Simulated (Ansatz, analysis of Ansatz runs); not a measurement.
## Y4S3N2 (C2/m), V_S hop (3.9 Å): attempt frequency at charge +2

Aim: the prefactor of a hop in Y4S3N2 (C2/m) (V_S hop (3.9 Å), charge +2) from the modes of the moving atom at the start and at the top of a path found beforehand. Model: a cell of 54 host atoms with 1 S taken out.

Program: Ansatz 0.2.0. Level of theory: plane-wave PAW DFT, PBEsol; finite-difference force constants of the moving atom alone. Results are calculated unless marked as measured.

## (1) Starting point

The cell holds 53 atoms: 24 Y, 17 S and 12 N. Cell: a = 12.778 Å, b = 11.374 Å, c = 9.763 Å, α = 90.0°, β = 128.5°, γ = 90.0°. It derives from Y4S3N2 (space group C2/m). Nearest the centre at fractional (0.250, 0.583, 1.000): S46 at 1.86 Å, Y40 at 2.20 Å, Y25 at 2.22 Å, S29 at 3.24 Å, S48 at 3.27 Å, S44 at 3.29 Å, S28 at 3.31 Å, Y42 at 3.39 Å. The cell carries charge +2.

As a file:

```xyz
53
Lattice="12.7781 0.0000 -0.0248 0.0000 11.3745 0.0000 -6.0606 0.0000 7.6537" Properties=species:S:1:pos:R:3 pbc="T T T"
Y    -0.6651    1.8645    5.0029
Y     5.7842   -0.0039    4.9593
Y     0.9185   -0.0088    2.7111
Y     7.3828    1.8718    2.6922
Y     4.6803   -0.0083    1.1595
Y    11.0609    1.8841    1.0576
Y    -4.3745    1.8966    6.5728
Y     2.0612   -0.0050    6.5142
S     0.0078   -0.0050    0.0199
S     6.4241    1.8403    0.0077
S    -2.5348   -0.0050    6.0567
S     3.8700    1.8929    5.9578
S     2.8719    1.9637    1.7174
S     9.2474   -0.0062    1.6301
N    -0.3876    1.8760    2.7768
N     6.0801   -0.0067    2.7547
N     0.6417   -0.0055    4.9109
N     7.0626    1.9010    4.8889
Y    -0.6142    5.6834    4.9539
Y     5.7472    3.7589    4.9139
Y     0.8789    3.6683    2.7412
Y     7.3396    5.6788    2.6225
Y     4.8399    3.6520    0.9927
Y    11.1315    5.6805    1.0888
Y    -4.4606    5.6839    6.4226
Y     2.0460    3.7803    6.5264
S     0.0355    3.8066    0.0068
S     6.3603    5.6802   -0.0138
S    -2.5407    3.8257    6.0614
S     3.8378    5.6810    5.8982
S     9.2600    3.8003    1.6252
N    -0.2275    5.6802    2.7351
N     6.0499    3.7755    2.7082
N     0.6276    3.7556    4.9265
N     7.0125    5.6810    4.8137
Y    -0.6639    9.5010    5.0025
Y     5.7473    7.6068    4.9141
Y     0.8784    7.6901    2.7403
Y     7.3828    9.4866    2.6929
Y     4.8414    7.7063    0.9927
Y    11.0602    9.4767    1.0563
Y    -4.3746    9.4698    6.5733
Y     2.0463    7.5850    6.5274
S     0.0350    7.5565    0.0072
S     6.4237    9.5212    0.0071
S    -2.5401    7.5399    6.0585
S     3.8711    9.4699    5.9609
S     2.8723    9.3959    1.7163
S     9.2598    7.5620    1.6258
N    -0.3877    9.4840    2.7759
N     6.0510    7.5863    2.7089
N     0.6301    7.6075    4.9263
N     7.0626    9.4624    4.8896
```

The cell's shortest repeat is 9.8 Å.

## (2) Vibrations of the moving atom at the start point

Harmonic transition-state theory takes the prefactor from the modes at the minimum and at the top. Only the moving atom is displaced, by 0.02 Å, which takes six displaced runs and a reference; the host's atoms are held.

qp2.start.modes/input.yaml

```yaml
crystal:
  lattice:
    - [12.77813411, 0.0, -0.02476517]
    - [0.0, 11.37446657, 0.0]
    - [-6.06062451, 0.0, 7.65368011]
  atoms:
    - { symbol: "Y", position: [0.25837436, 0.1639154, 0.65449289] }
    - { symbol: "Y", position: [0.76115411, -0.000346, 0.65042389] }
    - { symbol: "Y", position: [0.24025834, -0.00076975, 0.35500388] }
    - { symbol: "Y", position: [0.74574836, 0.1645574, 0.35416409] }
    - { symbol: "Y", position: [0.43880693, -0.00072784, 0.15292016] }
    - { symbol: "Y", position: [0.93258043, 0.16564082, 0.14119802] }
    - { symbol: "Y", position: [0.06507255, 0.16674453, 0.85898661] }
    - { symbol: "Y", position: [0.56585695, -0.00044242, 0.85295236] }
    - { symbol: S, position: [0.00184642, -0.00044294, 0.00259989] }
    - { symbol: S, position: [0.50399024, 0.16179568, 0.00263869] }
    - { symbol: S, position: [0.1772353, -0.00044179, 0.79191531] }
    - { symbol: S, position: [0.67310182, 0.16641408, 0.78060234] }
    - { symbol: S, position: [0.33169138, 0.17263708, 0.2254635] }
    - { symbol: S, position: [0.82597644, -0.00054088, 0.2156537] }
    - { symbol: "N", position: [0.14196535, 0.16492854, 0.36326452] }
    - { symbol: "N", position: [0.64751879, -0.00059123, 0.36200721] }
    - { symbol: "N", position: [0.35509086, -0.00048606, 0.64279123] }
    - { symbol: "N", position: [0.85699262, 0.16712877, 0.64154259] }
    - { symbol: "Y", position: [0.25932375, 0.49965922, 0.64809194] }
    - { symbol: "Y", position: [0.75544313, 0.33046649, 0.64447283] }
    - { symbol: "Y", position: [0.23901687, 0.32250603, 0.35892697] }
    - { symbol: "Y", position: [0.73803568, 0.49926221, 0.34503262] }
    - { symbol: "Y", position: [0.44095749, 0.32107048, 0.13112754] }
    - { symbol: "Y", position: [0.94004959, 0.49940426, 0.14530212] }
    - { symbol: "Y", position: [0.04900546, 0.49971045, 0.8393161] }
    - { symbol: "Y", position: [0.56542555, 0.33235264, 0.85454637] }
    - { symbol: S, position: [0.00320832, 0.3346599, 0.0009002] }
    - { symbol: S, position: [0.4976558, 0.49938515, -0.00019018] }
    - { symbol: S, position: [0.17706213, 0.33634428, 0.79252725] }
    - { symbol: S, position: [0.66687888, 0.49945298, 0.77279553] }
    - { symbol: S, position: [0.82665146, 0.33410847, 0.21501262] }
    - { symbol: "N", position: [0.15192315, 0.49938451, 0.35784828] }
    - { symbol: "N", position: [0.64227165, 0.33192735, 0.35592629] }
    - { symbol: "N", position: [0.35495811, 0.33017399, 0.64482822] }
    - { symbol: "N", position: [0.84839413, 0.49944762, 0.63168136] }
    - { symbol: "Y", position: [0.25844359, 0.83529426, 0.65444369] }
    - { symbol: "Y", position: [0.75546409, 0.66875676, 0.64450393] }
    - { symbol: "Y", position: [0.23892346, 0.67608114, 0.35880787] }
    - { symbol: "Y", position: [0.74579051, 0.83402737, 0.35425659] }
    - { symbol: "Y", position: [0.44108252, 0.67751294, 0.13113559] }
    - { symbol: "Y", position: [0.93245113, 0.83315202, 0.14103314] }
    - { symbol: "Y", position: [0.0650917, 0.83255121, 0.85905017] }
    - { symbol: "Y", position: [0.56551481, 0.66684724, 0.85467989] }
    - { symbol: S, position: [0.00319155, 0.6643399, 0.00094835] }
    - { symbol: S, position: [0.50392032, 0.83706492, 0.00255185] }
    - { symbol: S, position: [0.17692671, 0.66287779, 0.79215036] }
    - { symbol: S, position: [0.67337866, 0.83255344, 0.781006] }
    - { symbol: S, position: [0.33164704, 0.82604916, 0.2253185] }
    - { symbol: S, position: [0.82668314, 0.66482203, 0.21509672] }
    - { symbol: "N", position: [0.14189806, 0.83379962, 0.36314223] }
    - { symbol: "N", position: [0.64239577, 0.66696095, 0.35600875] }
    - { symbol: "N", position: [0.3551361, 0.66882301, 0.64480496] }
    - { symbol: "N", position: [0.85702724, 0.83189407, 0.64162392] }
  symmetry: { detect: false }
total_charge: 2
basis:
  ecutwfc: 420
  xc_grid: 2
hamiltonian:
  xc: pbesol
kpoints:
  mp_grid: { grid: [1, 1, 1], shift: [0.25, 0.25, 0.25] }
scf:
  occupations: { method: fixed }
  max_iter: 100
phonons:
  supercell: [1, 1, 1]
  displaced_sites: [45]
  amplitude: 0.02
```

Started as:

```sh
$ ansatz run input.yaml --threads 32 --pin off --max-ram 84787MiB --backend cuda --events-out ev --progress --plain --runs-dir out --max-vram 78GiB
```

Numbers of over 12 decimals in the logs are rounded to 6 here.

The log of the run:

```text
Engine: ansatz 0.2.0, aarch64-unknown-linux-gnu
[...]
Pseudopotential: Y, paw, valence charge 11, recommended cutoff 420 eV (normal), Y.paw.azcp
Pseudopotential: S, paw, valence charge 6, recommended cutoff 420 eV (normal), S.paw.azcp
Pseudopotential: N, paw, valence charge 5, recommended cutoff 420 eV (normal), N.paw.azcp
Functional definition: PBEsol
[...]
Crystal: 53 atoms, lattice volume = 1110.713 Å³
Basis set: ecut = 420 eV, 21699 PW (Γ), exchange–correlation on 180×160×144 points (8 copies of the dense FFT grid, shifted against one another)
Bands: 265, of which v1, the nominal top of the filled ones, is band 212 counted from 1 (211 counted from 0)
[...]
k-points: 1
[...]
Functional: x = pbesol(κ = 0.804, μ = 0.123457), c = pbesol(β = 0.046)
[...]
SCF iter   2: F=—  HF=-110789.962172 eV  |F-HF|=—  |Δ(HF+E_count)|=   3.14e-1  Δρ=2.45e-3  dr2=1.89e-1  ethr=3.00e-4  ⟨swp⟩=3.0  Hψ=393  notcnv=0  defer=51
[...]
SCF 1 converged in 15 iterations: F = -110789.919700 eV  dr2 = 1.90e-10
[...]
SCF iter   2: F=—  HF=-110789.917700 eV  |F-HF|=—  |Δ(HF+E_count)|=   1.48e-4  Δρ=8.31e-5  dr2=1.10e-4  ethr=8.51e-8  ⟨swp⟩=2.0  Hψ=369  notcnv=0  defer=49
[...]
SCF iter   9: F=-110789.918120 eV  HF=-110789.918120 eV  |F-HF|=8.73e-11  |Δ(HF+E_count)|=  1.02e-10  Δρ=6.70e-8  dr2=7.25e-11  ethr=1.00e-12  ⟨swp⟩=3.0  Hψ=822  notcnv=0
SCF 2 converged in 9 iterations: F = -110789.918120 eV  dr2 = 7.25e-11
[...]
SCF 6 converged in 10 iterations: F = -110789.918999 eV  dr2 = 3.72e-11
[...]
SCF 7 converged in 6 iterations: F = -110789.919116 eV  dr2 = 6.28e-11
SCF converged after 15 iterations
[...]
--- Band table (eV) ---
[...]
--- Phonons: 6 displaced members + reference (amplitude 0.02 Å, Σ member SCF iterations 47) ---
  symmetry images taken by strict's conditions (phonons.symmetry_images: auto; settled by no image being taken that strict refuses)
  force constants formed among 1 of 53 sites (S 45); the other 52 at rest. The modes move the named sites alone.
  the frequencies, the zero-point energy and the sums are of the block with the acoustic sum rule laid on its rows. Row sums over every site: 1.4e-4 eV/Å² at the most
  transpose residual: 1.2e-3 eV/Å²
  largest component of a force at the reference: 2.6e-3 eV/Å on a named site, 8.6e-3 eV/Å on a site at rest
  frequencies among the named sites at Γ of the cell (cm⁻¹): 154.36 250.21 261.67
  unstable modes among the named sites: 0
  frequencies as built, with no sum rule (cm⁻¹): 154.36 250.20 261.67
  zero-point energy: 0.041302 eV/cell   skipped modes (ω ≤ 0): 0
  not written: the harmonic force-constant file, the file of eigenvectors (these modes' are written with the force constants), the density of states and the dispersion, which are of every site
[...]
```

Wall time 3.8 s (1 × NVIDIA GB200 with 32 threads of Arm Neoverse V2, shared host); peak memory 1.9 GiB.

Reading the cycles: dr2 is the Hartree energy of the density residual (eV), the measure of convergence; HF is the Harris–Foulkes estimate of the energy, which meets the free energy F at convergence.

This step gave:

```
free energy                : -110789.9197 eV
frequencies of moving atom : 154.4, 250.2, 261.7 cm⁻¹ (negative: imaginary)
```

The three modes are 154, 250 and 262 cm⁻¹: all real, a minimum for this atom with the others held.

## (3) Vibrations of the moving atom at the top of the path

The same at the top, where the mode along the path should be imaginary.

qp2.top.modes/input.yaml

```yaml
crystal:
  lattice:
    - [12.77813411, 0.0, -0.02476517]
    - [0.0, 11.37446657, 0.0]
    - [-6.06062451, 0.0, 7.65368011]
  atoms:
    - { symbol: "Y", position: [0.2584369, 0.16384831, 0.65115753] }
    - { symbol: "Y", position: [0.76300394, -0.00283659, 0.65260159] }
    - { symbol: "Y", position: [0.24186111, 0.00091714, 0.34954809] }
    - { symbol: "Y", position: [0.73769247, 0.16733227, 0.34840337] }
    - { symbol: "Y", position: [0.44036277, 0.00735023, 0.15239616] }
    - { symbol: "Y", position: [0.93246359, 0.16120402, 0.14597558] }
    - { symbol: "Y", position: [0.06033909, 0.15723173, 0.848781] }
    - { symbol: "Y", position: [0.56777035, 0.00350312, 0.85456564] }
    - { symbol: S, position: [0.00247056, -0.00476404, 0.00199709] }
    - { symbol: S, position: [0.49796242, 0.16949793, -0.00112472] }
    - { symbol: S, position: [0.17749717, -0.01539169, 0.79232992] }
    - { symbol: S, position: [0.67399106, 0.16641631, 0.7822521] }
    - { symbol: S, position: [0.32309368, 0.1799797, 0.20884615] }
    - { symbol: S, position: [0.82625572, -0.0016142, 0.21843] }
    - { symbol: "N", position: [0.14284384, 0.16474237, 0.3620283] }
    - { symbol: "N", position: [0.64962075, -0.00300181, 0.36440574] }
    - { symbol: "N", position: [0.35729996, 0.00012019, 0.63877049] }
    - { symbol: "N", position: [0.85121568, 0.16760417, 0.63664609] }
    - { symbol: "Y", position: [0.26121924, 0.49299365, 0.64702926] }
    - { symbol: "Y", position: [0.74051593, 0.32819165, 0.63278582] }
    - { symbol: "Y", position: [0.23715457, 0.32258307, 0.35321127] }
    - { symbol: "Y", position: [0.73848114, 0.49808252, 0.34696211] }
    - { symbol: "Y", position: [0.4259518, 0.34234458, 0.11721039] }
    - { symbol: "Y", position: [0.93822717, 0.49564481, 0.14946315] }
    - { symbol: "Y", position: [0.03595634, 0.47024959, 0.84363025] }
    - { symbol: "Y", position: [0.56696783, 0.33421832, 0.85723615] }
    - { symbol: S, position: [-0.00861504, 0.32097162, -0.00080779] }
    - { symbol: S, position: [0.50522301, 0.50629077, -0.00261474] }
    - { symbol: S, position: [0.15707647, 0.32572557, 0.75923335] }
    - { symbol: S, position: [0.66423096, 0.50089281, 0.77170453] }
    - { symbol: S, position: [0.82520532, 0.33011915, 0.2172198] }
    - { symbol: "N", position: [0.15077858, 0.49650108, 0.35801158] }
    - { symbol: "N", position: [0.62891369, 0.334484, 0.34536306] }
    - { symbol: "N", position: [0.35546254, 0.33035101, 0.64186659] }
    - { symbol: "N", position: [0.83869237, 0.49464427, 0.62778243] }
    - { symbol: "Y", position: [0.26307228, 0.84196961, 0.64714591] }
    - { symbol: "Y", position: [0.76175765, 0.66662401, 0.65385479] }
    - { symbol: "Y", position: [0.23888022, 0.6718565, 0.35239121] }
    - { symbol: "Y", position: [0.76018258, 0.83629694, 0.36831297] }
    - { symbol: "Y", position: [0.46443479, 0.69442553, 0.15674537] }
    - { symbol: "Y", position: [0.93323811, 0.83051308, 0.14363487] }
    - { symbol: "Y", position: [0.07493637, 0.82172976, 0.88446619] }
    - { symbol: "Y", position: [0.56194108, 0.66905506, 0.85107056] }
    - { symbol: S, position: [-0.00639896, 0.65880057, 0.0031526] }
    - { symbol: S, position: [0.50907336, 0.84373135, 0.00144142] }
    - { symbol: S, position: [0.24891578, 0.58448294, 1.00192508] }
    - { symbol: S, position: [0.67489884, 0.83464303, 0.7833627] }
    - { symbol: S, position: [0.34466729, 0.83995609, 0.24350514] }
    - { symbol: S, position: [0.83639703, 0.6636532, 0.22974157] }
    - { symbol: "N", position: [0.14489126, 0.83439737, 0.35866819] }
    - { symbol: "N", position: [0.6615574, 0.66994526, 0.37288988] }
    - { symbol: "N", position: [0.34957998, 0.66814814, 0.64200488] }
    - { symbol: "N", position: [0.87178356, 0.8298515, 0.65578037] }
  symmetry: { detect: false }
total_charge: 2
basis:
  ecutwfc: 420
  xc_grid: 2
hamiltonian:
  xc: pbesol
kpoints:
  mp_grid: { grid: [1, 1, 1], shift: [0.25, 0.25, 0.25] }
scf:
  occupations: { method: fixed }
  max_iter: 100
phonons:
  supercell: [1, 1, 1]
  displaced_sites: [45]
  amplitude: 0.02
```

The log of the run:

```text
[...]
Crystal: 53 atoms, lattice volume = 1110.713 Å³
Basis set: ecut = 420 eV, 21699 PW (Γ), exchange–correlation on 180×160×144 points (8 copies of the dense FFT grid, shifted against one another)
Bands: 265, of which v1, the nominal top of the filled ones, is band 212 counted from 1 (211 counted from 0)
[...]
k-points: 1
[...]
SCF iter   2: F=—  HF=-110788.392731 eV  |F-HF|=—  |Δ(HF+E_count)|=   2.33e-1  Δρ=2.21e-3  dr2=1.16e-1  ethr=1.99e-4  ⟨swp⟩=2.0  Hψ=394  notcnv=0  defer=51
[...]
SCF 1 converged in 14 iterations: F = -110788.367360 eV  dr2 = 8.04e-10
[...]
SCF iter   2: F=—  HF=-110788.364902 eV  |F-HF|=—  |Δ(HF+E_count)|=   2.99e-4  Δρ=9.14e-5  dr2=1.03e-4  ethr=1.25e-7  ⟨swp⟩=2.0  Hψ=372  notcnv=0  defer=49
[...]
SCF iter  10: F=-110788.365224 eV  HF=-110788.365224 eV  |F-HF|=4.37e-11  |Δ(HF+E_count)|=  1.46e-11  Δρ=3.69e-8  dr2=2.28e-11  ethr=1.00e-12  ⟨swp⟩=4.0  Hψ=697  notcnv=0
[...]
SCF 3 converged in 6 iterations: F = -110788.364777 eV  dr2 = 5.25e-11
[...]
SCF 6 converged in 11 iterations: F = -110788.366659 eV  dr2 = 3.63e-11
[...]
SCF 7 converged in 7 iterations: F = -110788.366701 eV  dr2 = 2.50e-11
SCF converged after 14 iterations
[...]
--- Band table (eV) ---
[...]
transpose residual: 1.4e-3 eV/Å²
[...]
frequencies among the named sites at Γ of the cell (cm⁻¹): -117.92 120.64 426.49
  unstable modes among the named sites: 1
  frequencies as built, with no sum rule (cm⁻¹): -117.92 120.64 426.49
  zero-point energy: 0.033917 eV/cell   skipped modes (ω ≤ 0): 1, of them read as no rigid motion or as one in doubt: 1 (1.000e0 modes/cell left out, lowest -117.92 cm⁻¹)
[...]
```

It took 3.8 s on 1 × NVIDIA GB200 with 32 threads; peak memory 1.8 GiB.

Numbers from this step:

```yaml
free_energy: -110788.3674 eV
frequencies_of_moving_atom: -117.9, 120.6, 426.5 cm⁻¹ (negative: imaginary)
```

The three modes are 118i, 121 and 426 cm⁻¹: one imaginary, a saddle of first order for this atom with the others held.

## (4) Attempt frequency and hop rate

Analysis of the runs above: harmonic transition-state theory from the moving atom's modes alone (Vineyard), PBEsol.

It gives:

```yaml
attempt_frequency: 5.889 THz
```

Hop rate against temperature:

| temperature (K) | hop rate (1/s) |
| --- | --- |
| 200 | 4.5e-27 |
| 300 | 4.9e-14 |
| 400 | 1.6e-7 |
| 600 | 0.538 |
| 800 | 979 |
| 1000 | 88428 |

## (5) What came out

```json
{
 "attempt frequency (attempt frequency and hop rate)": "5.89 THz"
}
```

What this shows: The attempt frequency, the product of the three frequencies at the start over that of the two real ones at the top (Vineyard), is 5.9 THz. With the barrier of 1.55 eV it gives 5.4e-01 hops a second at 600 K along this one path; equivalent neighbouring sites multiply that. The host's atoms were held, though they move along the path too, so the prefactor is rough. Limits: one k-point off the zone centre stands for the whole zone.

[Logs are printed without paths, hosts, clocks, repeated set-up lines and the standing remarks that a program may print on its own settings, such as how far it seeks lower states.]

[Hosts, paths, dates, database ids (printed as entryN), source tags and the programs' standing remarks are cut or masked in the printed files.]
